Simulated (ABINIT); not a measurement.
# MgS (Niningerite): G0W0 with ABINIT, start to end, part 3 of 3

Wanted: ground state, empty states, screening and self-energy for MgS (Niningerite).

ABINIT 10.8.3; LDA and many-body steps on it, plane waves. Known limits of the many-body steps: not at the basis limit; coarse k mesh.

So far. Step 4 (Empty states on the mesh, 4×4×4 mesh, 54 bands): On this mesh the gap is 2.559 eV. Step 5 (Screening, 4×4×4 mesh, 50 bands, screening to 130.6 eV): Local fields lower ε∞ by 13 %. On a Γ-centred mesh this coarse the value itself is usually too large, while a short band sum pulls it down.

## Step 6: Self-energy, 4×4×4 mesh, 50 bands, screening to 130.6 eV

The self-energy is evaluated for the states that the input lists, and the levels follow from it, in one-shot runs by the linearised quasiparticle equation.

This step: G0W0 on LDA, plane waves, norm-conserving pseudopotentials.

Input file run.abi:

```
acell 3*1.0 Angstrom
rprim 
  0.000000000000 2.601650000000 2.601650000000
  2.601650000000 0.000000000000 2.601650000000
  2.601650000000 2.601650000000 0.000000000000
ntypat 2
znucl 12 16
natom 2
typat 1 2
xred 
  0.000000000000 0.000000000000 0.000000000000
  0.500000000000 0.500000000000 0.500000000000
pp_dirpath "pseudos"
pseudos "Mg.upf, S.upf"
ecut 38
ngkpt 4 4 4
nshiftk 1
shiftk 0 0 0
kptopt 1
chksymbreak 0
istwfk *1
occopt 1
irdwfk 1
optdriver 4
nband 50
gwcalctyp 0
ecutsigx 38
symsigma 1
nkptgw 2
kptgw 
  0.0000000000 0.0000000000 0.0000000000
  0.5000000000 0.5000000000 0.0000000000
bdgw 
  6 12
  7 10
ecuteps 4.8
irdscr 1
ppmodel 1
indata_prefix "in"
outdata_prefix "out"
tmpdata_prefix "tmp"
```

On the command line:

```
> OMP_NUM_THREADS=1 mpirun -n 4 abinit run.abi > log
```

Numbers of over 12 decimals in the logs are rounded to 6 here.

Log:

```text
.Version 10.8.3 of ABINIT. v10.8.2 released Aug 2026.

 Symmetries : space group Fm -3 m (#225); Bravais cF (face-center cubic)
[... echo of the input left out ...]
== DATASET  1 ==================================================================
-   mpi_nproc: 4, omp_nthreads: 1 (-1 if OMP is not activated)

--- !DatasetInfo
iteration_state: {dtset: 1, }
dimensions: {natom: 2, nkpt: 8, mband: 50, nsppol: 1, nspinor: 1, nspden: 1, mpw: 2698, }
cutoff_energies: {ecut:  38.0, pawecutdg:  -1.0, }
electrons: {nelect:   1.60000000E+01, charge:   0.00000000E+00, occopt:   1.00000000E+00, tsmear:   1.00000000E-02, }

 SIGMA: Calculation of the GW corrections

 Based on a program developped by R.W. Godby, V. Olevano, G. Onida, and L. Reining.
 Incorporated in ABINIT by V. Olevano, G.-M. Rignanese, and M. Torrent.
.Using double precision arithmetic ; gwpc =  8

[... cell and pseudopotentials left out ...]
--------------------------------------------------------------------------------

 ==== K-mesh for the wavefunctions ====
 Number of points in the irreducible wedge :     8
[... list of points left out ...]
 Together with 48 symmetry operations and time-reversal symmetry
 yields    64 points in the full Brillouin Zone.

 ==== Q-mesh for screening function ====
 Number of points in the irreducible wedge :     8
[... list of points left out ...]
 Together with 48 symmetry operations and time-reversal symmetry
 yields    64 points in the full Brillouin Zone.

 vcoul_init : cutoff-mode = AUXILIARY_FUNCTION
 q-points for optical limit:   1
     1)      0.000010    0.000020    0.000030
 setmesh: FFT mesh size selected  =    40x   40x   40
          total number of points  =        64000

 Number of electrons calculated from density =   16.0000; Expected =   16.0000
 average of density, n =  0.067320
 r_s =    1.5249
 omega_plasma =   25.0282 [eV]

 === KS Band Gaps ===
  >>>> For spin  1
   Minimum direct gap =   3.4763 [eV], located at k-point      :   0.0000  0.0000  0.0000
   Fundamental gap    =   2.5588 [eV], Top of valence bands at :   0.0000  0.0000  0.0000
                                       Bottom of conduction at :   0.5000  0.5000  0.0000
 SIGMA fundamental parameters:
 PLASMON POLE MODEL  1
 number of plane-waves for SigmaX                 2685
 number of plane-waves for SigmaC and W            113
 number of plane-waves for wavefunctions          2685
 number of bands                                    50
 number of independent spin polarizations            1
 number of spinorial components                      1
 number of k-points in IBZ                           8
 number of q-points in IBZ                           8
 number of symmetry operations                      48
 number of k-points in BZ                           64
 number of q-points in BZ                           64
 number of frequencies for dSigma/dE                 9
 frequency step for dSigma/dE [eV]                0.25
 number of omega for Sigma on real axis              0
 max omega for Sigma on real axis  [eV]           0.00
 zcut for avoiding poles [eV]                     0.10

 EPSILON^-1 parameters (SCR file):
 dimension of the eps^-1 matrix on file            113
 dimension of the eps^-1 matrix used               113
 number of plane-waves for wavefunctions          2685
 number of bands                                    50
 number of q-points in IBZ                           8
 number of frequencies                               2
 number of real frequencies                          1
 number of imag frequencies                          1

 matrix elements of self-energy operator (all in [eV])

 Perturbative Calculation

--- !SelfEnergy_ee
iteration_state: {dtset: 1, }
kpoint     : [   0.000,    0.000,    0.000, ]
spin       : 1
KS_gap     :    3.476
QP_gap     :    5.110
Delta_QP_KS:    1.634
data: !SigmaeeData |
     Band     E0 <VxcDFT>   SigX SigC(E0)      Z dSigC/dE  Sig(E)    E-E0       E
        6   4.124 -13.284 -16.382   2.093   0.784  -0.276 -14.072  -0.787   3.337
        7   4.124 -13.284 -16.382   2.093   0.784  -0.276 -14.072  -0.787   3.337
        8   4.124 -13.284 -16.382   2.093   0.784  -0.276 -14.072  -0.787   3.337
        9   7.600 -11.356  -6.443  -3.867   0.809  -0.236 -10.510   0.846   8.447
       10  11.957  -9.766  -4.442  -4.160   0.812  -0.232  -8.821   0.945  12.902
       11  11.957  -9.766  -4.442  -4.160   0.812  -0.232  -8.821   0.945  12.902
       12  11.957  -9.766  -4.442  -4.160   0.812  -0.232  -8.821   0.945  12.902

--- !SelfEnergy_ee
iteration_state: {dtset: 1, }
kpoint     : [   0.500,    0.500,    0.000, ]
spin       : 1
KS_gap     :    4.261
QP_gap     :    6.069
Delta_QP_KS:    1.809
data: !SigmaeeData |
     Band     E0 <VxcDFT>   SigX SigC(E0)      Z dSigC/dE  Sig(E)    E-E0       E
        7   2.422 -12.459 -16.032   2.462   0.779  -0.284 -13.324  -0.865   1.557
        8   2.422 -12.459 -16.032   2.462   0.779  -0.284 -13.324  -0.865   1.557
        9   6.683 -10.852  -6.192  -3.505   0.817  -0.223  -9.908   0.944   7.627
       10   8.392  -8.957  -4.414  -3.657   0.821  -0.217  -8.229   0.728   9.119

== END DATASET(S) ==============================================================
================================================================================

 -outvars: echo values of variables after computation  --------
           etotal      0.0000000000E+00
            nband          50
             nkpt           8
          spgroup         225
 [... the other variables as echoed above ...]

 Calculation completed.
```

Run time: 2.8 s. Hardware: 4 MPI ranks of Arm Neoverse V2, shared host; peak memory 0.16 GiB; 11 s of CPU time.

Numbers from this step:

```
G0W0 gap on the points computed              : 4.290 eV
starting gap on the mesh                     : 2.559 eV
k of the valence top                         : 0, 0, 0
k of the conduction bottom                   : 0.5, 0.5, 0
Z at the valence top                         : 0.784
Z at the conduction bottom                   : 0.817
least direct G0W0 gap on the computed points : 5.110 eV
```

The gap on the mesh goes from 2.56 eV to 4.29 eV, a correction of +1.73 eV.

Limits: finite bands, cutoff and mesh; coarse k mesh. v1 is the top filled band, c1 the lowest empty one. Levels before and after the correction, in eV, zero at the valence-band top of each column:

|  | conduction bottom | valence top |
| --- | --- | --- |
| Kohn-Sham | 2.56 | 0.00 |
| G0W0 | 4.29 | 0.00 |

|  | level | energy (eV) |
| --- | --- | --- |
| Kohn-Sham | Γ v3-v1 | 0.000 |
| Kohn-Sham | Γ c1 | 3.476 |
| Kohn-Sham | Γ c2-c4 | 7.833 |
| Kohn-Sham | (0.5 0.5 0) v2-v1 | -1.702 |
| Kohn-Sham | (0.5 0.5 0) c1 | 2.559 |
| Kohn-Sham | (0.5 0.5 0) c2 | 4.268 |
| G0W0 | Γ v3-v1 | 0.000 |
| G0W0 | Γ c1 | 5.110 |
| G0W0 | Γ c2-c4 | 9.565 |
| G0W0 | (0.5 0.5 0) v2-v1 | -1.780 |
| G0W0 | (0.5 0.5 0) c1 | 4.290 |
| G0W0 | (0.5 0.5 0) c2 | 5.782 |

## Step 7: Where the time went

Times are wall times on 4 MPI ranks of Arm Neoverse V2, shared host, good to a factor of about two.

| step | time | share | memory (GiB) |
| --- | --- | --- | --- |
| ground state | 5.5 s | 21 % | 0.3 |
| bands along the symmetry lines | 7 s | 27 % | 0.29 |
| empty states on the mesh | 6.2 s | 24 % | 0.28 |
| screening | 4.6 s | 18 % | 0.49 |
| self-energy | 2.8 s | 11 % | 0.16 |

## Step 8: What came out

```json
{"LDA gap": "2.56 eV, indirect", "G0W0 gap on the mesh": "4.29 eV", "GW settings": "4×4×4 mesh, 50 bands, screening to 130.6 eV, Godby-Needs plasmon pole", "known limits": "not at the basis limit; coarse k mesh"}
```

What this shows: G0W0 moves the gap on the mesh from 2.56 eV to 4.29 eV (+1.73 eV), with Z of 0.78 and 0.82 at the edges. Local fields lower the RPA ε∞ on this mesh from 7.55 to 6.56; a Γ-centred mesh this coarse tends to raise both, most where the direct gap is narrow, while a short band sum lowers them. Only 2 of the mesh's irreducible points were corrected, so a valley elsewhere could overtake. Bands and cutoff are finite, so the gap is not at the basis limit. The miss can reach some tenths of an eV and take either sign; the mesh is an error of its own. In the G0W0 run levels were corrected at 2 k points alone, so a gap called «on the mesh» is the least over those, and an edge elsewhere would be missed. The 4×4×4 mesh is coarse for this cell, which bears on the long-range parts of exchange and screening.

[Paths, hosts, dates, memory and timing lines, banners, echoed tables and standing remarks are left out of the program output.]

[Logs are printed without paths, hosts, clocks, repeated set-up lines and the standing remarks that a program may print on its own settings, such as how far it seeks lower states.]

[Runs of the session that timed out or met a known fault of the program may be left out.]

[Hosts, paths, dates, database ids (printed as entryN), source tags and the programs' standing remarks are cut or masked in the printed files.]

[G0W0 gaps are taken among the corrected bands and points alone; a level outside them can change the order at an edge.]

[Where Ansatz stands beside ABINIT at settings called matched, ABINIT's density can come from a denser mesh and the files from another edition; pairs whose starting gaps differed by over 0.03 eV were left out, so agreement reads better than it is.]
